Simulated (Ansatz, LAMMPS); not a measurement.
# Liquid (Cs,Li)F at 1000 K (112 atoms): a single point, part 2 of 2

What does DFT give for liquid (Cs,Li)F at 1000 K (112 atoms) as built?

Ansatz 0.2.0; Kohn-Sham DFT, PBEsol, PAW (set soft_2), plane waves.

The cell: 22 Cs, 34 Li and 56 F. The starting topology of bonds comes from the classical model. The ion parameters were fitted for water, not for melts. The Brillouin zone is sampled at Γ only, in a cell whose shortest periodic width is 13 Å. The levels lack spin–orbit coupling.

So far. Step 3 (Plane-wave single point): Mean intrinsic-atomic-orbital charges: Cs +0.93, F -0.84, Li +0.78 e.

## Step 4: Distances and neighbours

These statistics describe the geometry on which the runs were made.

Density 2.95 g/cm³, 21.23 Å³ an atom.

g(r), total and by pair (bins of 0.2 Å):

| r (Å) | total | F-F | F-Li | F-Cs | Li-Li | Li-Cs | Cs-Cs |
| --- | --- | --- | --- | --- | --- | --- | --- |
| 1.80 | 0.13 | 0.00 | 0.42 | 0.00 | 0.00 | 0.00 | 0.00 |
| 2.00 | 2.11 | 0.00 | 6.95 | 0.00 | 0.00 | 0.00 | 0.00 |
| 2.20 | 1.61 | 0.00 | 5.30 | 0.00 | 0.00 | 0.00 | 0.00 |
| 2.40 | 0.37 | 0.00 | 1.23 | 0.00 | 0.00 | 0.00 | 0.00 |
| 2.60 | 0.42 | 0.00 | 0.44 | 1.10 | 0.70 | 0.00 | 0.00 |
| 2.80 | 1.17 | 0.77 | 0.44 | 3.50 | 1.47 | 0.16 | 0.00 |
| 3.00 | 1.21 | 0.85 | 0.27 | 3.22 | 2.33 | 0.56 | 0.00 |
| 3.20 | 1.36 | 2.27 | 0.19 | 1.74 | 3.05 | 0.86 | 0.36 |
| 3.40 | 0.97 | 1.92 | 0.34 | 0.66 | 1.25 | 1.18 | 0.00 |
| 3.60 | 0.98 | 1.25 | 0.38 | 0.94 | 1.54 | 1.27 | 1.79 |
| 3.80 | 1.03 | 1.63 | 0.47 | 0.59 | 1.13 | 1.76 | 1.37 |
| 4.00 | 1.06 | 1.18 | 0.68 | 0.38 | 1.43 | 2.37 | 1.97 |
| 4.20 | 0.99 | 0.89 | 1.04 | 0.57 | 0.65 | 1.65 | 2.20 |
| 4.40 | 0.90 | 1.13 | 1.18 | 0.31 | 0.51 | 0.78 | 1.41 |
| 4.60 | 0.94 | 0.69 | 1.31 | 0.72 | 0.31 | 1.19 | 1.32 |
| 4.80 | 0.97 | 0.61 | 1.27 | 0.80 | 0.64 | 1.38 | 1.37 |
| 5.00 | 1.09 | 0.79 | 1.44 | 1.36 | 0.46 | 1.12 | 0.31 |
| 5.20 | 0.92 | 0.65 | 1.22 | 1.14 | 0.73 | 0.61 | 0.58 |
| 5.40 | 0.93 | 0.83 | 1.12 | 1.07 | 1.07 | 0.26 | 1.21 |
| 5.60 | 1.01 | 1.16 | 0.90 | 1.50 | 0.58 | 0.56 | 0.75 |
| 5.80 | 0.98 | 0.90 | 0.92 | 1.17 | 1.02 | 1.01 | 0.82 |
| 6.00 | 1.00 | 0.97 | 0.82 | 1.24 | 1.00 | 1.21 | 0.65 |
| 6.20 | 1.08 | 1.28 | 0.93 | 1.20 | 1.19 | 0.81 | 0.92 |
| 6.40 | 0.95 | 0.90 | 0.89 | 0.87 | 1.60 | 0.83 | 0.85 |
| 6.60 | 1.00 | 1.14 | 0.74 | 1.08 | 1.02 | 1.22 | 1.07 |

Bonds by pair of elements; cutoffs follow the first minimum of g(r), held within bounds set by covalent radii, and pairs that aren't listed don't count as bonded:

| pair A-B | cutoff (Å) | bonds | mean length (Å) | spread (Å) | shortest (Å) | B about A | A about B |
| --- | --- | --- | --- | --- | --- | --- | --- |
| F-Li | 2.46 | 122 | 2.11 | 0.135 | 1.86 | 2.18 | 3.59 |
| F-Cs | 3.52 | 116 | 2.98 | 0.217 | 2.52 | 2.07 | 5.27 |

The cutoffs for F-Li and F-Cs fall short of the minimum of g(r), so counts run low and odd coordinations can be artefacts.

How many atoms have how many bonded neighbours:

| element | mean | 3 | 4 | 5 | 6 |
| --- | --- | --- | --- | --- | --- |
| Cs | 5.27 | 0 | 2 | 12 | 8 |
| F | 4.25 | 8 | 26 | 22 | 0 |
| Li | 3.59 | 14 | 20 | 0 | 0 |

Bond angles, per cent of each kind in bins of 5°:

| angle (°) | F-Cs-F | Cs-F-Li | F-Li-F | Li-F-Li | Cs-F-Cs |
| --- | --- | --- | --- | --- | --- |
| 55–60 | 1.6 | 0.0 | 0.0 | 0.0 | 0.0 |
| 60–65 | 5.9 | 0.9 | 0.0 | 0.0 | 0.0 |
| 65–70 | 5.6 | 0.9 | 0.0 | 0.0 | 2.1 |
| 70–75 | 5.2 | 6.2 | 0.6 | 0.0 | 7.5 |
| 75–80 | 9.5 | 3.8 | 1.2 | 1.0 | 10.8 |
| 80–85 | 5.9 | 8.5 | 1.8 | 13.5 | 14.0 |
| 85–90 | 8.7 | 7.1 | 10.5 | 13.5 | 10.8 |
| 90–95 | 5.9 | 12.3 | 9.3 | 10.4 | 10.8 |
| 95–100 | 6.3 | 9.0 | 11.1 | 12.5 | 8.6 |
| 100–105 | 4.4 | 7.6 | 12.3 | 4.2 | 5.4 |
| 105–110 | 3.6 | 6.6 | 9.9 | 6.2 | 2.1 |
| 110–115 | 3.2 | 5.2 | 8.6 | 4.2 | 4.3 |
| 115–120 | 5.2 | 2.4 | 4.9 | 5.2 | 2.1 |
| 120–125 | 4.8 | 4.3 | 9.3 | 6.2 | 1.1 |
| 125–130 | 3.6 | 2.4 | 5.6 | 5.2 | 2.1 |
| 130–135 | 2.0 | 4.3 | 1.8 | 4.2 | 3.2 |
| 135–140 | 3.2 | 4.7 | 3.7 | 0.0 | 0.0 |
| 140–145 | 4.4 | 1.9 | 1.8 | 3.1 | 1.1 |
| 145–150 | 1.6 | 2.8 | 3.7 | 2.1 | 1.1 |
| 150–155 | 3.6 | 2.8 | 1.2 | 4.2 | 1.1 |
| 155–160 | 2.4 | 1.4 | 0.0 | 0.0 | 5.4 |
| 160–165 | 1.6 | 2.4 | 1.8 | 2.1 | 0.0 |
| 165–170 | 2.0 | 0.5 | 0.6 | 0.0 | 0.0 |
| 170–175 | 0.0 | 0.9 | 0.0 | 1.0 | 5.4 |
| 175–180 | 0.0 | 0.9 | 0.0 | 1.0 | 1.1 |

Bond angles (no mean is given where the spread exceeds 20°):

| angle | count | mean (°) | spread (°) |
| --- | --- | --- | --- |
| F-Cs-F | 252 | - | - |
| Cs-F-Li | 211 | - | - |
| F-Li-F | 162 | 110 | 19.4 |
| Li-F-Li | 96 | - | - |
| Cs-F-Cs | 93 | - | - |

Bond length by coordination (bonds to H left out):

| element | coordination | atoms | mean bond length (Å) |
| --- | --- | --- | --- |
| Cs | 4 | 2 | 2.94 |
| Cs | 5 | 12 | 2.96 |
| Cs | 6 | 8 | 3.01 |
| F | 3 | 8 | 2.44 |
| F | 4 | 26 | 2.46 |
| F | 5 | 22 | 2.62 |
| Li | 3 | 14 | 2.10 |
| Li | 4 | 20 | 2.12 |

For some of the pairs, g(r) has its first main peak near 3.3 Å (F-F), 2.0 Å (F-Li), 2.9 Å (F-Cs), 3.1 Å (Li-Li) and 4.0 Å (Li-Cs).

Local excerpt of 13 atoms (numbers count through the whole input) about F72, which bears the longest force; x, y, z are measured from there.

| atom | x | y | z | distance (Å) | bonds | intrinsic-atomic-orbital charge (e) | Fx | Fy | Fz (eV/Å) |
| --- | --- | --- | --- | --- | --- | --- | --- | --- | --- |
| F72 | 0.00 | 0.00 | 0.00 | 0.00 | 5 | -0.85 | 0.45 | 1.29 | 0.27 |
| Li37 | 1.80 | 0.52 | -0.43 | 1.92 | 4 | 0.74 | 0.79 | -0.12 | 0.09 |
| Li27 | 0.06 | 1.49 | 1.89 | 2.40 | 4 | 0.78 | -0.96 | -0.11 | 0.22 |
| Cs17 | 0.92 | -2.32 | -0.37 | 2.52 | 5 | 0.93 | 0.17 | -0.81 | -0.16 |
| Cs4 | -2.92 | 0.10 | -0.42 | 2.95 | 6 | 0.92 | 0.37 | 0.21 | -1.22 |
| F102 | -2.09 | 1.67 | 1.69 | 3.16 | 4 | -0.85 | 0.57 | 0.78 | -0.50 |
| Cs20 | 0.06 | 1.49 | -2.87 | 3.24 | 5 | 0.93 | -0.38 | -0.80 | -0.05 |
| F75 | 3.14 | -0.79 | 0.32 | 3.25 | 4 | -0.85 | 0.26 | -0.01 | -0.13 |
| F109 | 2.32 | 2.41 | 0.55 | 3.39 | 4 | -0.81 | -0.12 | -0.10 | 0.10 |
| F103 | 2.71 | 0.25 | -2.17 | 3.49 | 3 | -0.85 | -0.36 | 0.38 | 0.38 |
| F111 | -0.62 | -2.21 | -2.78 | 3.60 | 3 | -0.85 | -0.50 | 0.18 | -0.97 |
| F59 | -0.81 | -3.22 | 1.64 | 3.70 | 5 | -0.89 | 0.06 | -0.10 | 0.11 |
| F81 | 0.09 | 0.38 | 3.71 | 3.73 | 5 | -0.84 | 0.28 | 0.73 | 0.01 |

The column of bonds counts only the pairs F-Li within 2.46 Å, F-Cs within 3.52 Å; other neighbours, such as metal atoms beside each other in a compound, aren't counted, and periodic images can show an atom twice.

## Step 5: Outcome

```
free energy per atom                             : -1560.2487 eV/atom
pressure                                         : -3.348 GPa
r.m.s. force component                           : 0.4107 eV/Å
gap (highest filled to lowest empty level) : 4.529 eV
wall time of the 1 DFT run                       : 16 s
```

**Reading.** The highest filled and lowest empty levels differ by 4.53 eV (at Γ alone); a semilocal functional tends to put such gaps too low. In a disordered cell it changes from sample to sample and from frame to frame.

Caveats: The force components of 0.41 eV/Å r.m.s. hold both thermal displacement and the mismatch between the potential that made the cell and DFT. The pressure of -3.3 GPa is that of one thermal frame, in which the classical model's bond lengths enter as well as the volume, without the kinetic term.

[Logs are printed without paths, hosts, clocks, repeated set-up lines and the standing remarks that a program may print on its own settings, such as how far it seeks lower states.]

[Hosts, paths, dates, database ids (printed as entryN), source tags and the programs' standing remarks are cut or masked in the printed files.]
